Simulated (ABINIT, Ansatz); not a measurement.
## Li3OCl (Pm-3m): changed settings of a GW run in ABINIT

Aim: change inputs of a GW run on Li3OCl (Pm-3m) and see what moves.

Method: PBEsol and many-body steps on it, plane waves, in ABINIT 10.8.3.

## Step 1: The starting structure

It takes space group Pm-3m (No. 221, cubic). The conventional cell has a = 3.908 Å, b = 3.908 Å, c = 3.908 Å, α = 90.00°, β = 90.00°, γ = 90.00°. Li has 2 O at 1.95 Å and 8 Li at 2.76 Å and 4 Cl at 2.76 Å nearest. Cl has 12 Li at 2.76 Å nearest. O has 6 Li at 1.95 Å nearest. Farther neighbours and most contacts between anions are not listed.

Coordinates:

```cif
data_structure
_symmetry_space_group_name_H-M 'P 1'
_symmetry_Int_Tables_number 1
_cell_length_a 3.9083
_cell_length_b 3.9083
_cell_length_c 3.9083
_cell_angle_alpha 90.000
_cell_angle_beta 90.000
_cell_angle_gamma 90.000
_cell_volume 59.70
loop_
_atom_site_label
_atom_site_type_symbol
_atom_site_fract_x
_atom_site_fract_y
_atom_site_fract_z
_atom_site_occupancy
Li1 Li 0.00000 0.50000 0.50000 1
Li2 Li 0.50000 0.00000 0.50000 1
Li3 Li 0.50000 0.50000 0.00000 1
Cl4 Cl 0.00000 0.00000 0.00000 1
O5 O 0.50000 0.50000 0.50000 1
```

The cell and positions are those that the Materials Project relaxed with its own functionals (PBE, PBE+U or r2SCAN), kept fixed.

## Step 2: Screening, 4×4×4 mesh, 66 bands, screening to 114.3 eV

This step: ABINIT 10.8.3; RPA screening on PBEsol, plane waves, norm-conserving pseudopotentials.

The RPA dielectric matrix is built and inverted for each q.

Input file run.abi:

```
acell 3*1.0 Angstrom
rprim 
  3.908337000000 0.000000000000 0.000000000000
  0.000000000000 3.908337000000 0.000000000000
  0.000000000000 0.000000000000 3.908337000000
ntypat 3
znucl 3 17 8
natom 5
typat 1 1 1 2 3
xred 
  0.000000000000 0.500000000000 0.500000000000
  0.500000000000 0.000000000000 0.500000000000
  0.500000000000 0.500000000000 0.000000000000
  0.000000000000 0.000000000000 0.000000000000
  0.500000000000 0.500000000000 0.500000000000
pp_dirpath "pseudos"
pseudos "Li.upf, Cl.upf, O.upf"
ecut 36
ngkpt 4 4 4
nshiftk 1
shiftk 0 0 0
kptopt 1
chksymbreak 0
istwfk *1
occopt 1
irdwfk 1
optdriver 3
nband 66
ecuteps 4.2
inclvkb 2
awtr 1
symchi 1
indata_prefix "in"
outdata_prefix "out"
tmpdata_prefix "tmp"
```

The run is started by

```bash
$ OMP_NUM_THREADS=1 mpirun -n 4 abinit run.abi > log
```

The program printed:

```text
.Version 10.8.3 of ABINIT. v10.8.2 released Aug 2026.

 Symmetries : space group Pm -3 m (#221); Bravais cP (primitive cubic)
[... echo of the input left out ...]
== DATASET  1 ==================================================================
-   mpi_nproc: 4, omp_nthreads: 1 (-1 if OMP is not activated)

--- !DatasetInfo
iteration_state: {dtset: 1, }
dimensions: {natom: 5, nkpt: 10, mband: 66, nsppol: 1, nspinor: 1, nspden: 1, mpw: 4224, }
cutoff_energies: {ecut:  36.0, pawecutdg:  -1.0, }
electrons: {nelect:   2.20000000E+01, charge:   0.00000000E+00, occopt:   1.00000000E+00, tsmear:   1.00000000E-02, }

 SCREENING: Calculation of the susceptibility and dielectric matrices

 Based on a program developped by R.W. Godby, V. Olevano, G. Onida, and L. Reining.
 Incorporated in ABINIT by V. Olevano, G.-M. Rignanese, and M. Torrent.
.Using double precision arithmetic ; gwpc =  8

[... cell and pseudopotentials left out ...]
--------------------------------------------------------------------------------

 ==== K-mesh for the wavefunctions ====
 Number of points in the irreducible wedge :    10
[... list of points left out ...]
 Together with 48 symmetry operations and time-reversal symmetry
 yields    64 points in the full Brillouin Zone.

 ==== Q-mesh for the screening function ====
 Number of points in the irreducible wedge :    10
[... list of points left out ...]
 Together with 48 symmetry operations and time-reversal symmetry
 yields    64 points in the full Brillouin Zone.

 setmesh: FFT mesh size selected  =    27x   27x   27
          total number of points  =        19683

 vcoul_init : cutoff-mode = AUXILIARY_FUNCTION
 q-points for optical limit:   1
     1)      0.000010    0.000020    0.000030

- screening: taking advantage of time-reversal symmetry
- Maximum band index for partially occupied states nbvw = 11
- Remaining bands to be divided among processors   nbcw = 55
- Number of bands treated by each node ~13

 Number of electrons calculated from density =   22.0000; Expected =   22.0000
 average of density, n =  0.054607
 r_s =    1.6351
 omega_plasma =   22.5414 [eV]

 calculating chi0 at frequencies [eV] :
  1    0.000000E+00    0.000000E+00
  2    0.000000E+00    2.254139E+01

--------------------------------------------------------------------------------
  q-point number  1        q = ( 0.000000, 0.000000, 0.000000) [r.l.u.]
--------------------------------------------------------------------------------
[... chi0 elements left out ...]
 For q-point:  0.000010 0.000020 0.000030
  dielectric constant =   3.0142
  dielectric constant without local fields =   3.3988

  Average fulfillment of the sum rule on Im[epsilon] for q-point    1 :     53.18  [%]
[... wings left out ...]
  q-point number  2        q = ( 0.250000, 0.000000, 0.000000) [r.l.u.]
--------------------------------------------------------------------------------
[... chi0 elements left out ...]
  Average fulfillment of the sum rule on Im[epsilon] for q-point    2 :     66.41  [%]

 [... 8 further q-points ...]
```

Elapsed: 33 s, on 4 MPI ranks of Intel Xeon Platinum 8259CL at 2.50GHz (Skylake/Cascade Lake), shared host; peak memory 0.84 GiB.

Numbers from this step:

```yaml
eps_infinity_with_local_fields_on_this_mesh_along_the_program_s_q_direction: 3.014
the_same_without_local_fields: 3.399
plasma_frequency: 22.54 eV
plane_waves_in_the_screening_matrix: 171
```

Local fields lower ε∞ by 11 %. On a Γ-centred mesh this coarse the value itself is usually too large, while a short band sum pulls it down.

## Step 3: Base

The self-energy is evaluated for the states that the input lists, and the levels follow from it, in one-shot runs by the linearised quasiparticle equation.

This step: G0W0 on PBEsol, plane waves, norm-conserving pseudopotentials.

run.abi, as its differences from that of step 2:

```diff
@@ -26,8 +26,17 @@
 irdwfk 1
-optdriver 3
+optdriver 4
 nband 66
+gwcalctyp 0
+ecutsigx 36
+symsigma 1
+nkptgw 2
+kptgw 
+  0.5000000000 0.5000000000 0.0000000000
+  0.0000000000 0.0000000000 0.0000000000
+bdgw 
+  10 13
+  9 14
 ecuteps 4.2
-inclvkb 2
-awtr 1
-symchi 1
+irdscr 1
+ppmodel 1
 indata_prefix "in"
```

The program printed:

```text
.Version 10.8.3 of ABINIT. v10.8.2 released Aug 2026.

 Symmetries : space group Pm -3 m (#221); Bravais cP (primitive cubic)
[... echo of the input left out ...]
== DATASET  1 ==================================================================
-   mpi_nproc: 4, omp_nthreads: 1 (-1 if OMP is not activated)

--- !DatasetInfo
iteration_state: {dtset: 1, }
dimensions: {natom: 5, nkpt: 10, mband: 66, nsppol: 1, nspinor: 1, nspden: 1, mpw: 4224, }
cutoff_energies: {ecut:  36.0, pawecutdg:  -1.0, }
electrons: {nelect:   2.20000000E+01, charge:   0.00000000E+00, occopt:   1.00000000E+00, tsmear:   1.00000000E-02, }

 SIGMA: Calculation of the GW corrections

 Based on a program developped by R.W. Godby, V. Olevano, G. Onida, and L. Reining.
 Incorporated in ABINIT by V. Olevano, G.-M. Rignanese, and M. Torrent.
.Using double precision arithmetic ; gwpc =  8

[... cell and pseudopotentials left out ...]
--------------------------------------------------------------------------------

 ==== K-mesh for the wavefunctions ====
 Number of points in the irreducible wedge :    10
[... list of points left out ...]
 Together with 48 symmetry operations and time-reversal symmetry
 yields    64 points in the full Brillouin Zone.

 ==== Q-mesh for screening function ====
 Number of points in the irreducible wedge :    10
[... list of points left out ...]
 Together with 48 symmetry operations and time-reversal symmetry
 yields    64 points in the full Brillouin Zone.

 vcoul_init : cutoff-mode = AUXILIARY_FUNCTION
 q-points for optical limit:   1
     1)      0.000010    0.000020    0.000030
 setmesh: FFT mesh size selected  =    40x   40x   40
          total number of points  =        64000

 Number of electrons calculated from density =   22.0000; Expected =   22.0000
 average of density, n =  0.054607
 r_s =    1.6351
 omega_plasma =   22.5414 [eV]

 === KS Band Gaps ===
  >>>> For spin  1
   Minimum direct gap =   4.7122 [eV], located at k-point      :   0.5000  0.5000  0.0000
   Fundamental gap    =   4.6105 [eV], Top of valence bands at :   0.5000  0.5000  0.0000
                                       Bottom of conduction at :   0.0000  0.0000  0.0000
 SIGMA fundamental parameters:
 PLASMON POLE MODEL  1
 number of plane-waves for SigmaX                 4139
 number of plane-waves for SigmaC and W            171
 number of plane-waves for wavefunctions          4139
 number of bands                                    66
 number of independent spin polarizations            1
 number of spinorial components                      1
 number of k-points in IBZ                          10
 number of q-points in IBZ                          10
 number of symmetry operations                      48
 number of k-points in BZ                           64
 number of q-points in BZ                           64
 number of frequencies for dSigma/dE                 9
 frequency step for dSigma/dE [eV]                0.25
 number of omega for Sigma on real axis              0
 max omega for Sigma on real axis  [eV]           0.00
 zcut for avoiding poles [eV]                     0.10

 EPSILON^-1 parameters (SCR file):
 dimension of the eps^-1 matrix on file            171
 dimension of the eps^-1 matrix used               171
 number of plane-waves for wavefunctions          4139
 number of bands                                    66
 number of q-points in IBZ                          10
 number of frequencies                               2
 number of real frequencies                          1
 number of imag frequencies                          1

 matrix elements of self-energy operator (all in [eV])

 Perturbative Calculation

--- !SelfEnergy_ee
iteration_state: {dtset: 1, }
kpoint     : [   0.500,    0.500,    0.000, ]
spin       : 1
KS_gap     :    4.712
QP_gap     :    6.854
Delta_QP_KS:    2.142
data: !SigmaeeData |
     Band     E0 <VxcDFT>   SigX SigC(E0)      Z dSigC/dE  Sig(E)    E-E0       E
       10   1.281 -18.122 -23.553   4.088   0.779  -0.283 -19.168  -1.047   0.235
       11   1.281 -18.122 -23.553   4.088   0.779  -0.283 -19.168  -1.047   0.235
       12   5.994  -8.285  -3.738  -3.258   0.850  -0.177  -7.189   1.095   7.089
       13   7.931  -9.949  -5.125  -3.274   0.843  -0.186  -8.642   1.308   9.238

--- !SelfEnergy_ee
iteration_state: {dtset: 1, }
kpoint     : [   0.000,    0.000,    0.000, ]
spin       : 1
KS_gap     :    5.114
QP_gap     :    7.289
Delta_QP_KS:    2.175
data: !SigmaeeData |
     Band     E0 <VxcDFT>   SigX SigC(E0)      Z dSigC/dE  Sig(E)    E-E0       E
        9   0.778 -17.306 -22.721   3.975   0.780  -0.282 -18.429  -1.124  -0.346
       10   0.778 -17.306 -22.721   3.975   0.780  -0.282 -18.429  -1.124  -0.346
       11   0.778 -17.306 -22.721   3.975   0.780  -0.282 -18.429  -1.124  -0.346
       12   5.892  -9.939  -5.408  -3.281   0.841  -0.189  -8.887   1.052   6.944
       13   8.154  -8.619  -3.889  -3.330   0.847  -0.181  -7.433   1.187   9.340
       14   8.154  -8.619  -3.889  -3.330   0.847  -0.181  -7.433   1.187   9.340

== END DATASET(S) ==============================================================
================================================================================

 -outvars: echo values of variables after computation  --------
           etotal      0.0000000000E+00
            nband          66
             nkpt          10
          spgroup         221
 [... the other variables as echoed above ...]

 Calculation completed.
```

Run time: 15 s. Hardware: 4 MPI ranks; peak memory 0.74 GiB.

This step gave:

| Property | Result |
| --- | --- |
| G0W0 gap on the points computed | 6.709 eV |
| starting gap on the mesh | 4.610 eV |
| k of the valence top | 0.5, 0.5, 0 |
| k of the conduction bottom | 0, 0, 0 |
| Z at the valence top | 0.779 |
| Z at the conduction bottom | 0.841 |
| least direct G0W0 gap on the computed points | 6.854 eV |

The gap on the mesh goes from 4.61 eV to 6.71 eV, a correction of +2.10 eV.

(Continued in part 2 of 2.)

[Paths, hosts, dates, memory and timing lines, banners, echoed tables and standing remarks are left out of the program output.]

[Logs are printed without paths, hosts, clocks, repeated set-up lines and the standing remarks that a program may print on its own settings, such as how far it seeks lower states.]

[Runs of the session that timed out or met a known fault of the program may be left out.]

[No measured gap is set beside runs whose start may be inverted or whose files or cutoffs have a known fault.]

[Hosts, paths, dates, database ids (printed as entryN), source tags and the programs' standing remarks are cut or masked in the printed files.]

[G0W0 gaps are taken among the corrected bands and points alone; a level outside them can change the order at an edge.]

[Where Ansatz stands beside ABINIT at settings called matched, ABINIT's density can come from a denser mesh and the files from another edition; pairs whose starting gaps differed by over 0.03 eV were left out, so agreement reads better than it is.]
